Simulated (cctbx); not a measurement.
# Sr2In2S5 with cctbx, script by script

Library: cctbx 2025.11. The data are simulated by the first script.

## 1. Simulate the data

run.py:

```python
from cctbx import adptbx, crystal, miller, sgtbx, xray
from cctbx.array_family import flex
from iotbx.shelx import hklf
from scitbx import matrix
import scitbx.random

cs = crystal.symmetry(unit_cell=(18.99, 7.195, 6.781, 90, 90, 90), space_group_symbol='Hall: I 2 -2a')  # Ima2
atoms = [  # label, site, U (iso, or U11 U22 U33 U12 U13 U23 in A^2), occupancy
    ("In1", (0.75, 0.9363, 0.4716), 0.0064, 1),
    ("In2", (0, 0, 0.5169), 0.0051, 1),
    ("Sr1", (0.6066, 0.4762, 0.504), 0.0074, 1),
    ("S1", (0.75, 0.8718, 0.1164), 0.0080, 1),
    ("S2", (0.6384, 0.4427, 0.026), 0.0095, 1),
    ("S3", (0.9876, 0.7375, 0.7526), 0.0087, 1),
]
xs = xray.structure(crystal_symmetry=cs)
for label, site, u, occ in atoms:
    u = adptbx.u_cif_as_u_star(cs.unit_cell(), u) if isinstance(u, tuple) else u
    xs.add_scatterer(xray.scatterer(label, site=site, u=u, occupancy=occ))
xs.set_inelastic_form_factors(1.54184, "sasaki")
xs.show_summary()
p1 = xs.expand_to_p1()
ms = miller.build_set(p1, anomalous_flag=True, d_min=0.83)
flex.set_random_seed(172686)
scitbx.random.set_random_seed(172686)
ms = ms.select(flex.random_double(ms.size()) < 0.8)
i = ms.structure_factors_from_scatterers(p1, algorithm="direct").f_calc().as_intensity_array().data()
i = i * 20000 / flex.max(i)
sig = flex.sqrt(i + flex.pow2(0.03 * i) + 8 ** 2)
noise = scitbx.random.variate(scitbx.random.normal_distribution())(i.size())
data = ms.array(data=i + sig * noise, sigmas=sig).set_observation_type_xray_intensity()
with open("data.hkl", "w") as f:
    data.export_as_shelx_hklf(f)
print("reflections written:", data.size(), " <I/sigma> = %.1f" % flex.mean(data.data() / data.sigmas()))
for h, a, b in list(data.sort("data"))[:12]:
    print("%4d%4d%4d %9.1f %7.1f" % (h + (a, b)))
```

```console
$ python run.py
```

```text
Number of scatterers: 6
At special positions: 3
Unit cell: (18.99, 7.195, 6.781, 90, 90, 90)
Space group: I m a 2 (No. 46)
reflections written: 5428  <I/sigma> = 8.3
   0   2  -2   20821.1   611.6
   0   2   2   19872.0   616.5
  -8   0   0   19623.2   616.0
   0   0   2   17967.3   543.3
   0   2   0   13571.3   413.9
   0   0   4   13250.2   422.8
   0   0  -4   12951.4   409.1
   0  -2   0   12472.8   413.9
  -4  -1  -1   10320.3   308.8
   4   1  -1    9995.5   308.8
   4  -1  -1    9889.7   308.8
   8   2   2    9861.0   298.6
```

Run time: 0.26 s on 1 thread of Arm Neoverse V2 (shared host), peak memory 0.07 GiB.

## 2. Refinement (right model, isotropic)

run.py:

```python
import math
from cctbx import adptbx, crystal, maptbx, sgtbx, xray
from cctbx.array_family import flex
from cctbx.xray import observations
from iotbx.shelx import hklf
from scitbx.lstbx import normal_eqns_solving
from smtbx import absolute_structure, utils
from smtbx.refinement import constraints, least_squares

cs = crystal.symmetry(unit_cell=(18.99, 7.195, 6.781, 90, 90, 90), space_group_symbol='Hall: I 2 -2a')  # Ima2
atoms = [  # label, site, U (iso, or U11 U22 U33 U12 U13 U23 in A^2), occupancy
    ("In1", (0.75, 0.9322, 0.4771), 0.0200, 1),
    ("In2", (0, 0, 0.5117), 0.0200, 1),
    ("Sr1", (0.6097, 0.4754, 0.5017), 0.0200, 1),
    ("S1", (0.75, 0.8698, 0.114), 0.0200, 1),
    ("S2", (0.6393, 0.4476, 0.0126), 0.0200, 1),
    ("S3", (0.9866, 0.7396, 0.7538), 0.0200, 1),
]
xs = xray.structure(crystal_symmetry=cs)
for label, site, u, occ in atoms:
    u = adptbx.u_cif_as_u_star(cs.unit_cell(), u) if isinstance(u, tuple) else u
    xs.add_scatterer(xray.scatterer(label, site=site, u=u, occupancy=occ))
xs.set_inelastic_form_factors(1.54184, "sasaki")
raw = hklf.reader(file_name="data.hkl").as_miller_arrays(crystal_symmetry=cs, anomalous=True)[0]
merged = raw.eliminate_sys_absent().merge_equivalents()
fo2 = merged.array().set_observation_type_xray_intensity()
print("Rint %.3f, %d unique reflections to %.2f A" % (merged.r_int(), fo2.size(), fo2.d_min()))
for sc in xs.scatterers():
    sc.flags.set_grad_site(True)
    sc.flags.set_grad_u_aniso(sc.flags.use_u_aniso())
    sc.flags.set_grad_u_iso(sc.flags.use_u_iso())
obs = fo2.as_xray_observations()
extra = {}
rep = constraints.reparametrisation(xs, [], utils.connectivity_table(xs), **extra)
ls = least_squares.crystallographic_ls(obs, rep, weighting_scheme=least_squares.mainstream_shelx_weighting(a=0, b=0))
print("cycle     R1     wR2    GooF  max shift (A)")
for cycle in range(8):
    ls.build_up()
    r1, wr2, goof = ls.r1_factor(cutoff_factor=2)[0], ls.wR2(), ls.goof()
    old = xs.sites_cart()
    normal_eqns_solving.levenberg_marquardt_iterations(ls, n_max_iterations=3, tau=1e-06, step_threshold=1e-7)
    big = flex.max((xs.sites_cart() - old).norms())
    print("%4d %7.4f %7.4f %7.3f %9.5f" % (cycle + 1, r1, wr2, goof, big))
    ls.build_up(objective_only=True)
    if abs(ls.wR2() - wr2) < 5e-5 and big < 5e-4:
        break
ls.build_up()
print("final R1 %.4f wR2 %.4f GooF %.3f  parameters %d  data/parameter %.1f" % (ls.r1_factor(cutoff_factor=2)[0], ls.wR2(), ls.goof(), ls.n_parameters, fo2.size() / ls.n_parameters))
cov = ls.covariance_matrix_and_annotations()
su = dict(zip(cov.annotations, (math.sqrt(max(v, 0)) for v in cov.matrix.matrix_packed_u_diagonal())))
a2 = cs.unit_cell().reciprocal_parameters()[0] ** -2
print("atom        x        y        z      Ueq    occ   su(xyz)  su(Uiso or U11)")
for sc in xs.scatterers():
    s = max(su.get(sc.label + k, 0) for k in (".x", ".y", ".z"))
    npd = "" if sc.is_positive_definite_u(cs.unit_cell()) else "  NPD"
    print("%-5s %8.5f %8.5f %8.5f %8.4f %6.3f %8.5f %7.4f%s" % ((sc.label,) + sc.site + (sc.u_iso_or_equiv(cs.unit_cell()), sc.occupancy, s, su.get(sc.label + ".uiso", su.get(sc.label + ".u11", 0) * a2), npd)))
fo = fo2.f_sq_as_f()
fc = fo.structure_factors_from_scatterers(xs, algorithm="direct").f_calc()
diff = fo.f_obs_minus_f_calc(1 / math.sqrt(ls.scale_factor()), fc).average_bijvoet_mates()
m = diff.fft_map(symmetry_flags=maptbx.use_space_group_symmetry, resolution_factor=0.25).apply_volume_scaling()
print("difference map: max %.2f min %.2f rms %.2f" % (m.statistics().max(), m.statistics().min(), m.statistics().sigma()))
peaks = m.peak_search(parameters=maptbx.peak_search_parameters(min_distance_sym_equiv=0.6, max_clusters=6)).all()
near = xs.closest_distances(peaks.sites(), distance_cutoff=4)
sps = cs.special_position_settings(min_distance_sym_equiv=0.5)
for k, (x, h) in enumerate(zip(peaks.sites(), peaks.heights())):
    ss = sps.site_symmetry(x)
    print("Q%-3d %7.4f %7.4f %7.4f %4d %7.2f  %.2f A from %s" % ((k + 1,) + tuple(t % 1 for t in ss.exact_site()) + (ss.multiplicity(), h, near.smallest_distances[k], xs.scatterers()[near.i_seqs[k]].label)))
```

```console
$ python run.py
```

```text
Rint 0.029, 865 unique reflections to 0.83 A
cycle     R1     wR2    GooF  max shift (A)
   1  0.1512  0.3266  10.081   0.09425
   2  0.0134  0.0314   0.969   0.00003
final R1 0.0134 wR2 0.0314 GooF 0.969  parameters 20  data/parameter 43.2
atom        x        y        z      Ueq    occ   su(xyz)  su(Uiso or U11)
In1    0.75000  0.93628  0.47066   0.0065  1.000  0.00005  0.0001
In2    0.00000  0.00000  0.51603   0.0052  1.000  0.00005  0.0001
Sr1    0.60658  0.47607  0.50309   0.0074  1.000  0.00005  0.0001
S1     0.75000  0.87169  0.11530   0.0080  1.000  0.00020  0.0003
S2     0.63848  0.44268  0.02528   0.0094  1.000  0.00014  0.0002
S3     0.98755  0.73754  0.75177   0.0087  1.000  0.00018  0.0002
difference map: max 0.40 min -0.40 rms 0.10
Q1    0.2500  0.5353  0.0020    4    0.40  0.74 A from In1
Q2    0.1835  0.6165  0.4946    8    0.40  1.61 A from Sr1
Q3    0.2500  0.7629  0.2904    4    0.37  2.49 A from In1
Q4    0.0918  0.2362  0.1906    8    0.35  1.56 A from S3
Q5    0.2500  0.1960  0.8208    4    0.34  1.88 A from S1
Q6    0.0633  0.7350  0.1910    8    0.32  1.51 A from S3
```

Time: 0.39 s.

## 3. Refinement (right model, anisotropic)

run.py, as its changes from the last script of this kind:

```diff
@@ -12,6 +12,6 @@
-    ("In1", (0.75, 0.9322, 0.4771), 0.0200, 1),
-    ("In2", (0, 0, 0.5117), 0.0200, 1),
-    ("Sr1", (0.6097, 0.4754, 0.5017), 0.0200, 1),
-    ("S1", (0.75, 0.8698, 0.114), 0.0200, 1),
-    ("S2", (0.6393, 0.4476, 0.0126), 0.0200, 1),
-    ("S3", (0.9866, 0.7396, 0.7538), 0.0200, 1),
+    ("In1", (0.75, 0.93628, 0.47066), 0.0065, 1),
+    ("In2", (0, 0, 0.51603), 0.0052, 1),
+    ("Sr1", (0.60658, 0.47607, 0.50309), 0.0074, 1),
+    ("S1", (0.75, 0.87169, 0.1153), 0.0080, 1),
+    ("S2", (0.63848, 0.44268, 0.02528), 0.0094, 1),
+    ("S3", (0.98755, 0.73754, 0.75177), 0.0087, 1),
@@ -23,0 +24 @@
+xs.convert_to_anisotropic()
@@ -56,0 +58,4 @@
+fc = fo2.structure_factors_from_scatterers(xs, algorithm="direct").f_calc()
+absolute_structure.flack_analysis(xs, fo2.as_xray_observations()).show()
+h = absolute_structure.hooft_analysis(fo2, fc, scale_factor=ls.scale_factor())
+print("Hooft y: %.3f(%.0f)  Bijvoet pairs: %d" % (h.hooft_y, 1000 * h.sigma_y, h.n_bijvoet_pairs))
```

```console
$ python run.py
```

```text
Rint 0.029, 865 unique reflections to 0.83 A
cycle     R1     wR2    GooF  max shift (A)
   1  0.0134  0.0314   0.984   0.00050
   2  0.0132  0.0308   0.964   0.00000
final R1 0.0132 wR2 0.0308 GooF 0.964  parameters 44  data/parameter 19.7
atom        x        y        z      Ueq    occ   su(xyz)  su(Uiso or U11)
In1    0.75000  0.93623  0.47062   0.0064  1.000  0.00005  0.0002
In2    0.00000  0.00000  0.51606   0.0052  1.000  0.00005  0.0002
Sr1    0.60657  0.47607  0.50311   0.0074  1.000  0.00006  0.0002
S1     0.75000  0.87168  0.11533   0.0080  1.000  0.00020  0.0007
S2     0.63850  0.44268  0.02523   0.0095  1.000  0.00015  0.0005
S3     0.98755  0.73749  0.75174   0.0087  1.000  0.00020  0.0004
Flack x: -0.008(6)
Hooft y: -0.004(8)  Bijvoet pairs: 386
difference map: max 0.43 min -0.40 rms 0.10
Q1    0.2500  0.5437  0.9794    4    0.46  0.78 A from In1
Q2    0.2500  0.7526  0.2921    4    0.37  2.55 A from In1
Q3    0.1829  0.6157  0.4963    8    0.37  1.59 A from Sr1
Q4    0.0913  0.2347  0.1886    8    0.34  1.56 A from S3
Q5    0.0259  0.5522  0.9204    8    0.34  0.90 A from In2
Q6    0.0624  0.7319  0.1886    8    0.33  1.50 A from S3
```

Time: 0.4 s.

## 4. Refinement

run.py, as its changes from the last script of this kind:

```diff
@@ -15,3 +15,2 @@
-    ("S1", (0.75, 0.87169, 0.1153), 0.0080, 1),
-    ("S2", (0.63848, 0.44268, 0.02528), 0.0094, 1),
-    ("S3", (0.98755, 0.73754, 0.75177), 0.0087, 1),
+    ("S1", (0.63848, 0.44268, 0.02528), 0.0094, 1),
+    ("S2", (0.98755, 0.73754, 0.75177), 0.0087, 1),
@@ -38 +37 @@
-for cycle in range(8):
+for cycle in range(12):
@@ -58,4 +56,0 @@
-fc = fo2.structure_factors_from_scatterers(xs, algorithm="direct").f_calc()
-absolute_structure.flack_analysis(xs, fo2.as_xray_observations()).show()
-h = absolute_structure.hooft_analysis(fo2, fc, scale_factor=ls.scale_factor())
-print("Hooft y: %.3f(%.0f)  Bijvoet pairs: %d" % (h.hooft_y, 1000 * h.sigma_y, h.n_bijvoet_pairs))
```

```console
$ python run.py
```

```text
Rint 0.029, 865 unique reflections to 0.83 A
cycle     R1     wR2    GooF  max shift (A)
   1  0.1021  0.2495   7.783   0.02416
   2  0.1030  0.2441   7.617   0.00010
final R1 0.1030 wR2 0.2441 GooF 7.617  parameters 38  data/parameter 22.8
atom        x        y        z      Ueq    occ   su(xyz)  su(Uiso or U11)
In1    0.75000  0.93581  0.47060   0.0059  1.000  0.00045  0.0014
In2    0.00000  0.00000  0.51601   0.0050  1.000  0.00043  0.0014
Sr1    0.60655  0.47634  0.50320   0.0060  1.000  0.00045  0.0013
S1     0.63955  0.44391  0.02384   0.0101  1.000  0.00121  0.0038
S2     0.98738  0.73649  0.75328   0.0084  1.000  0.00148  0.0035
difference map: max 24.56 min -3.18 rms 0.94
Q1    0.2500  0.1299  0.1156    4   25.13  2.41 A from In1
Q2    0.2500  0.1272  0.8598    4   10.90  2.34 A from In1
Q3    0.2500  0.6352  0.4192    4    5.53  2.90 A from Sr1
Q4    0.2500  0.0653  0.4678    4    5.36  0.02 A from In1
Q5    0.0000  0.0000  0.5205    4    4.94  0.03 A from In2
Q6    0.1051  0.6341  0.8531    8    4.55  1.44 A from S1
```

Time: 0.39 s.

This run holds a fault made on purpose: atom left out: S1.

## 5. Refinement

run.py, as its changes from the last script of this kind:

```diff
@@ -15,2 +15,3 @@
-    ("S1", (0.63848, 0.44268, 0.02528), 0.0094, 1),
-    ("S2", (0.98755, 0.73754, 0.75177), 0.0087, 1),
+    ("S1", (0.75, 0.87169, 0.1153), 0.0080, 1),
+    ("S2", (0.63848, 0.44268, 0.02528), 0.0094, 1),
+    ("S3", (0.98755, 0.73754, 0.75177), 0.0087, 1),
@@ -25 +26 @@
-merged = raw.eliminate_sys_absent().merge_equivalents()
+merged = raw.eliminate_sys_absent().resolution_filter(d_min=1.6).merge_equivalents()
```

```console
$ python run.py
```

```text
Rint 0.024, 119 unique reflections to 1.62 A
cycle     R1     wR2    GooF  max shift (A)
   1  0.0110  0.0265   1.113   0.01511
   2  0.0086  0.0196   0.825   0.00218
   3  0.0086  0.0196   0.825   0.00043
final R1 0.0086 wR2 0.0196 GooF 0.824  parameters 44  data/parameter 2.7
atom        x        y        z      Ueq    occ   su(xyz)  su(Uiso or U11)
In1    0.75000  0.93677  0.47052   0.0058  1.000  0.00032  0.0018  NPD
In2    0.00000  0.00000  0.51602   0.0064  1.000  0.00025  0.0016
Sr1    0.60681  0.47633  0.50240   0.0087  1.000  0.00059  0.0013  NPD
S1     0.75000  0.87120  0.11651   0.0064  1.000  0.00102  0.0059
S2     0.63876  0.44271  0.02752   0.0082  1.000  0.00125  0.0044  NPD
S3     0.98749  0.73789  0.75363   0.0091  1.000  0.00181  0.0033  NPD
difference map: max 0.10 min -0.11 rms 0.03
Q1    0.0572  0.6714  0.1135    8    0.10  1.76 A from S3
Q2    0.0847  0.2305  0.7348    8    0.09  1.40 A from S3
Q3    0.0625  0.6667  0.8889    8    0.08  1.77 A from S3
Q4    0.1841  0.6401  0.9155    8    0.08  1.29 A from S2
Q5    0.1864  0.1787  0.6960    8    0.08  1.91 A from S1
Q6    0.1848  0.5806  0.5128    8    0.07  1.54 A from Sr1
```

Time: 0.42 s.

This run holds a fault made on purpose: data cut at low resolution.

## 6. Refinement

run.py, as its changes from the last script of this kind:

```diff
@@ -23 +23 @@
-xs.set_inelastic_form_factors(1.54184, "sasaki")
+xs.set_inelastic_form_factors(0.71073, "sasaki")
@@ -26 +26 @@
-merged = raw.eliminate_sys_absent().resolution_filter(d_min=1.6).merge_equivalents()
+merged = raw.eliminate_sys_absent().merge_equivalents()
```

```console
$ python run.py
```

```text
Rint 0.029, 865 unique reflections to 0.83 A
cycle     R1     wR2    GooF  max shift (A)
   1  0.0499  0.1402   4.391   0.00745
   2  0.0485  0.1357   4.250   0.00002
final R1 0.0485 wR2 0.1357 GooF 4.250  parameters 44  data/parameter 19.7
atom        x        y        z      Ueq    occ   su(xyz)  su(Uiso or U11)
In1    0.75000  0.93597  0.47091   0.0056  1.000  0.00024  0.0008
In2    0.00000  0.00000  0.51552   0.0042  1.000  0.00024  0.0007
Sr1    0.60658  0.47620  0.50351   0.0063  1.000  0.00026  0.0007
S1     0.75000  0.87189  0.11567   0.0086  1.000  0.00091  0.0029
S2     0.63868  0.44226  0.02444   0.0102  1.000  0.00068  0.0020
S3     0.98762  0.73825  0.75221   0.0083  1.000  0.00092  0.0019
difference map: max 2.14 min -0.83 rms 0.18
Q1    0.1063  0.5260  0.5011    8    2.16  0.02 A from Sr1
Q2    0.2500  0.0417  0.4591    4    1.24  0.18 A from In1
Q3    0.2500  0.5591  0.3311    4    0.67  2.35 A from S1
Q4    0.0000  0.0000  0.5669    4    0.64  0.35 A from In2
Q5    0.2500  0.5164  0.4962    4    0.62  1.32 A from S1
Q6    0.1381  0.5352  0.0620    8    0.61  0.30 A from S2
```

Run time: 0.39 s on 1 thread of Arm Neoverse V2, on a shared host, peak memory 0.09 GiB.

This run holds a fault made on purpose: dispersion terms of the wrong wavelength.

[Logs are printed without paths, hosts, clocks, repeated set-up lines and the standing remarks that a program may print on its own settings, such as how far it seeks lower states.]
